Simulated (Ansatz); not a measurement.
# CaGeS3 (model cell, started as cubic perovskite with Ge in the octahedra): a soft mode frozen in, part 3 of 3

Wanted: the energy along a soft mode of CaGeS3 (model cell, started as cubic perovskite with Ge in the octahedra) and the structure at the end.

Ansatz 0.2.0; DFT PBEsol, scalar-relativistic, plane waves, PAW; PAW set soft_1.

So far. Step 4 (The mode frozen in, largest atomic shift 0.6 Å): The run ends at a pressure of -1.76 GPa, with forces up to 0.013 eV/Å. Step 5 (Energy along the mode, all amplitudes (two of the runs …): The lowest of the steps tried is the last one, at 0.6 Å, 156 meV/atom below the parent; the bottom of the well need not coincide with a step.

The structure was built from a prototype and need not be the compound's stable phase.

## 6. Relaxing from the distorted cell (continued)

Valence density in the ac plane of the conventional cell at fractional y = 0.000, with atoms of Ca and Ge and S within 0.2 Å of it. It is the smooth field of the valence electrons, not physical close to the nuclei.

Ten steps, logarithmic in the rise over the least value, from '_' (0 e/Å³) to '@' (24 e/Å³), each cell a mean:
```
%%++::::::::::....______________..--##
......::--------::______________......
____..::--------..____________________
______..........______________________
--::..__________....::::::::..____..--
**++--__________..----::----::..::==**
**++::__________..::--------::....==**
::..______________..::::::..______....
______..::::::....____________________
____..::--------::____________________
--::::::--------::______________....::
@@**::..........______________....==%%
%%++::..______________..::::::::::--##
......______________..::--------::....
____________________..::------::..____
______________________....::....______
--::..____..::::::::..____________..--
**++--....::--::::--::..________..==**
**++::....::--------::__________..==**
::..______....::::....____________..::
______________________..::::::..______
____________________..::------::....__
--::..______________..::------::::::::
@@**::..______________..........::==%%
```
Columns run along a (6.8 Å), rows up along c (15.1 Å), edges of the conventional cell, whose origin can differ from the input's. Atoms in or near the plane, at fractional coordinates: Ca at (0.00, 0.75), Ca at (0.00, 0.25), Ge at (0.00, 0.50), Ge at (0.00, 0.00), S at (0.59, 0.75), S at (0.41, 0.25).

The distorted start has space group R-3c; the relaxation ends in R-3c.

## 7. The new phase in its own primitive cell

The relaxed structure is symmetrised, reduced to its primitive cell and relaxed tightly, as its phonons need.

input.yaml

```yaml
crystal:
  lattice:
    - [3.3836028629, 1.9535240237, 5.0245351162]
    - [-3.3836028629, 1.9535240237, 5.0245351162]
    - [0.0, -3.9070480475, 5.0245351162]
  atoms:
    - { symbol: Ca, position: [0.75, 0.75, 0.75] }
    - { symbol: Ca, position: [0.25, 0.25, 0.25] }
    - { symbol: Ge, position: [0.5, 0.5, 0.5] }
    - { symbol: Ge, position: [0.0, 0.0, 0.0] }
    - { symbol: S, position: [0.8449446094, 0.25, 0.6550553906] }
    - { symbol: S, position: [0.1550553906, 0.75, 0.3449446094] }
    - { symbol: S, position: [0.3449446094, 0.1550553906, 0.75] }
    - { symbol: S, position: [0.6550553906, 0.8449446094, 0.25] }
    - { symbol: S, position: [0.75, 0.3449446094, 0.1550553906] }
    - { symbol: S, position: [0.25, 0.6550553906, 0.8449446094] }
kpoints:
  mp_grid: { grid: [6, 6, 6] }
hamiltonian:
  xc: pbesol
  pseudopotentials: { kind: paw, azcp: { folder: soft_1 }, xc_functional: pbe }
scf:
  occupations: { method: methfessel_paxton, width: 0.2 }
output:
  forces: true
  stress: true
  eigenvalues: true
relax:
  adjacent_minimum: "off"
  f_tol: 0.001
  max_steps: 60
  cell: { stress_tol: 0.01 }
```

Started as:

```
$ ansatz run input.yaml --threads 4 --pin off --max-ram 16384MiB --backend cpu --events-out ev --progress --plain --runs-dir out
```

Numbers of over 12 decimals in the logs are rounded to 6 here.

What it wrote:

```text
[...]
Crystal: 10 atoms, lattice volume = 199.272 Å³
Basis set: ecut = 420 eV, 3881 PW (Γ), exchange–correlation on 90×90×90 points (8 copies of the dense FFT grid, shifted against one another)
Bands: 52, of which v1, the nominal top of the filled ones, is band 42 counted from 1 (41 counted from 0)
Symmetry: 12 space group operations
[...]
k-points: 32 of 216
[...]
- { symbol: Ge, position: [0.500000, 0.500000, 0.500000] }
    - { symbol: Ge, position: [0.0, 0.0, 0.0] }
    - { symbol: S, position: [0.8449446094, 0.25, 0.655055] }
    - { symbol: S, position: [0.155055, 0.750000, 0.344945] }
    - { symbol: S, position: [0.344945, 0.155055, 0.750000] }
    - { symbol: S, position: [0.655055, 0.844945, 0.250000] }
    - { symbol: S, position: [0.75, 0.344945, 0.155055] }
    - { symbol: S, position: [0.250000, 0.655055, 0.844945] }
[key lines of the parts left out:]
SCF converged after 7 iterations
Free energy (F): -17412.395861 eV
Fermi energy:    7.728901 eV
P = ⅓ Tr σ = 0.0029 GPa (0.029 kbar)
```

The job ended after 15 s (4 threads of Arm Neoverse V1, shared host; peak memory 0.72 GiB; 58 s of CPU time).

Little changed from the start: no atom moved by 0.005 Å and no cell edge by 0.1 %.

This step gave:

```
pressure           : 0.002888 GPa
gap on the k-mesh  : 0.2018 eV
direct gap on mesh : 0.2074 eV
```

The largest force component left is 0.14 meV/Å and the pressure is 0.003 GPa, within the tolerances set. The cell now holds 19.93 Å³/atom.

## 8. Modes of the new phase, k-mesh 6×6×6

A relaxed structure may still be a saddle point, so its zone-centre modes are computed. No field response is asked.

Edit input.yaml of step 7 so:

```diff
@@ -24,9 +24,4 @@
 output:
-  forces: true
-  stress: true
   eigenvalues: true
-relax:
-  adjacent_minimum: "off"
-  f_tol: 0.001
-  max_steps: 60
-  cell: { stress_tol: 0.01 }
+phonons:
+  method: dfpt
```

What it wrote:

```text
[...]
Crystal: 10 atoms, lattice volume = 199.272 Å³
Basis set: ecut = 420 eV, 3881 PW (Γ), exchange–correlation on 96×96×96 points (8 copies of the dense FFT grid, shifted against one another)
Bands: 52, of which v1, the nominal top of the filled ones, is band 42 counted from 1 (41 counted from 0)
Symmetry: 12 space group operations
k-points: 112 of 216 (irreducible under 1 space group operation, time reversal used)
[...]
SCF iter   1: F=—  HF=-17415.898733 eV  |F-HF|=—  |Δ(HF+E_count)|=         —  Δρ=5.17e-2  dr2=1.12e1  ethr=3.10e-3  ⟨swp⟩=10.4  Hψ=28717  notcnv=0
[...]
SCF iter  12: F=-17412.395861 eV  HF=-17412.395861 eV  |F-HF|=3.64e-12  |Δ(HF+E_count)|=  3.27e-11  S|Δr|=    0.00e0  Δρ=3.91e-8  dr2=2.55e-12  ethr=1.00e-12  ⟨swp⟩=18.8  Hψ=38212  notcnv=0
SCF 1 converged in 12 iterations: F = -17412.395861 eV  dr2 = 2.55e-12
[...]
DFPT response loops at Γ: preconditioner auto → Kerker (q_TF=auto, 2.362 Å⁻¹) (partly filled bands, converged f_vac=0.000); β = 1.00, the filter's whole step (`scf.mixing.beta` (0.50) is not read by the response loops under this deck's `scf.mixing.preconditioner`; to damp them name `kerker` or `kerker_dos`, under which they read `scf.mixing.beta`, and type it under 1.00, their step now; both keys bind the ground state too); Broyden in place of MSR1
SCF converged after 12 iterations
[...]
Free energy (F): -17412.395861 eV
[...]
Internal energy: -17412.406713 eV  (E = F + TS)
E sigma→0 (E₀):  -17412.398574 eV
Entropy (-TS):   0.010852 eV (1.085 meV/atom)
Fermi energy:    7.728902 eV
[...]
--- Band table (eV; the first three rows and the last of 112) ---
  k-point 0: bands = [... 38 lower, 6.7303, 7.1773, 7.1773, 7.6316, 7.8390, 9.8334, 10.5989, 10.5989, ... 6 higher]
  k-point 1: bands = [... 38 lower, 6.6505, 7.2141, 7.2417, 7.4958, 7.8923, 9.7546, 10.2744, 10.7530, ... 6 higher]
  k-point 2: bands = [... 38 lower, 6.4690, 6.9147, 7.2953, 7.3957, 7.9301, 8.8164, 10.8882, 11.2622, ... 6 higher]
  k-point 111: bands = [... 38 lower, 6.3451, 6.3451, 6.3451, 6.3451, 8.1499, 8.1499, 11.7062, 11.7062, ... 6 higher]
--- Phonons (Γ-DFPT): 6 representative perturbations + reference, on 112 of 216 k-points (Σ response iterations 20) ---
  k mesh reduced under 1 symmetry operation, with k and −k counted as one. Each operation leaves every solved perturbation unchanged. A smaller set is not used because it would not reduce the number of displacements times k-points to solve
  ASR residual: 7.008e-5 → 0.000e0 eV/Å²; symmetrization residual: 2.593e-5 eV/Å²
  ASR residual per site (eV/Å²): 3.19e-5 3.19e-5 7.01e-5 7.01e-5 2.25e-5 2.25e-5 2.56e-5 2.56e-5 2.25e-5 2.25e-5
  Γ frequencies (cm⁻¹): -104.58 -99.81 -99.81 -52.93 0.00 0.00 0.00 51.59 51.59 71.54 71.54 84.83 113.32 155.48 155.48 199.56 205.29 205.29 218.14 236.90 236.90 241.55 264.18 264.18 280.09 295.71 295.71 327.71 327.71 330.71
  non-analytic LO–TO correction: not included (Born effective charges unavailable; polar crystals: no LO–TO splitting at Γ)
```

The job ended after 5.1 min (4 threads; peak memory 3.6 GiB; 20 min of CPU time).

This step gave:

```
sum-rule residual before enforcement                    : 7.01e-5 eV/Å²
point group                                             : -3m
highest optical mode at the zone centre (no LO-TO term) : 330.7 cm⁻¹
lowest optical zone-centre mode                         : -104.6 cm⁻¹
```

Patterns of degenerate modes are one choice out of their space. Modes at Γ, with each element's share of the kinetic energy (negative means imaginary):

```
mode  frequency (cm⁻¹)  symmetry  Ca %  Ge %  S %
   1            -104.6       A2u    46     5   49
   2             -99.8        Eu     3    11   86
   3             -99.8        Eu     3    11   86
   4             -52.9       A2g    93     0    7
   5               0.0  acoustic    19    35   46
   6               0.0  acoustic    19    35   46
   7               0.0  acoustic    19    35   46
   8              51.6        Eg    12     0   88
   9              51.6        Eg    12     0   88
  10              71.5        Eu    23    57   20
  11              71.5        Eu    23    57   20
  12              84.8       A2u    34    53   12
  13             113.3       A2g     7     0   93
  14             155.5        Eg    68     0   32
  15             155.5        Eg    68     0   32
  16             199.6       A1u     0    92    8
  17             205.3        Eu    34    60    6
  18             205.3        Eu    34    60    6
  19             218.1       A1g     0     0  100
  20             236.9        Eg     5     0   95
  21             236.9        Eg     5     0   95
  22             241.6       A2u     1     7   92
  23             264.2        Eu    16    31   52
  24             264.2        Eu    16    31   52
  25             280.1       A1u     0     8   92
  26             295.7        Eg    15     0   85
  27             295.7        Eg    15     0   85
  28             327.7        Eu     5     6   90
  29             327.7        Eu     5     6   90
  30             330.7       A2g     0     0  100
```

Displacements in mode 1 (-104.6 cm⁻¹), the largest set to 1:
```
Ca1  0.00  0.00  1.00
Ca2  0.00  0.00  1.00
Ge3  0.00  0.00  0.24
Ge4  0.00  0.00  0.24
S5   0.26 -0.15 -0.60
S6   0.26 -0.15 -0.60
S7   0.00  0.30 -0.60
S8   0.00  0.30 -0.60
S9  -0.26 -0.15 -0.60
S10 -0.26 -0.15 -0.60
```

Displacements in mode 14 (155.5 cm⁻¹), the largest set to 1:
```
Ca1  1.00 -0.01  0.00
Ca2 -1.00  0.01  0.00
Ge3  0.00  0.00  0.00
Ge4  0.00  0.00  0.00
S5   0.13 -0.31 -0.31
S6  -0.13  0.31  0.31
S7   0.41  0.00  0.00
S8  -0.41  0.00  0.00
S9  -0.12 -0.31 -0.31
S10  0.12  0.31  0.31
```

Before it was imposed, the acoustic sum rule was missed by 7.0e-5 eV/Å². Small misses are needed for a sound result but don't prove that mesh and cutoff are converged. The lowest optical mode is imaginary, 104.6i cm⁻¹, so the energy falls along it.

## 9. Summary of results

```yaml
unstable_mode_of_the_parent: q = (-0.5, -0.5, -0.5), 167i cm⁻¹
depth_at_the_lowest_point_sampled: 156 meV/atom
largest_atomic_shift_at_that_point: 0.6 Å
space_group_reached_within_0p01_a: R-3c
energy_gained_over_the_parent_first_relaxation_on_the_mesh_of_the_frozen_mode: 182 meV/atom
volume_per_atom_phase_reached: 19.9 Å³
gap_on_the_k_mesh_phase_reached: 0.202 eV
lowest_optical_zone_centre_mode_phase_reached: -105 cm⁻¹
highest_optical_mode_at_the_zone_centre_no_lo_to_term_phase_reached: 331 cm⁻¹
```

What this shows: Along this mode the structure falls into R-3c, 182 meV/atom below the parent. At the parent's cell the well is 156.0 meV/atom deep on the steps tried, with its lowest point at a shift of 0.6 Å. That is the last step tried, so the steps alone don't bracket the bottom of the well. Relaxing atoms and cell changes the gain by +25.59 meV/atom against the lowest step (energies at zero smearing). The new phase still has an imaginary mode at the zone centre of its cell, so it is a saddle point on the way to a lower structure. Of the 6 patterns followed to their end from this parent, this one reaches the lowest energy. Each path keeps the symmetry of its pattern, so a lower phase may lie along a pattern not tried. With no gap, or one that is small against the smearing, the frequencies hang on the k mesh and the smearing, most of all near Kohn anomalies. The PAW files were made for PBE and serve the other functionals too. The starting cell was built on a prototype and not taken from a measurement, so the phase need not exist.

[Logs are printed without paths, hosts, clocks, repeated set-up lines and the standing remarks that a program may print on its own settings, such as how far it seeks lower states.]

[Hosts, paths, dates, database ids (printed as entryN), source tags and the programs' standing remarks are cut or masked in the printed files.]
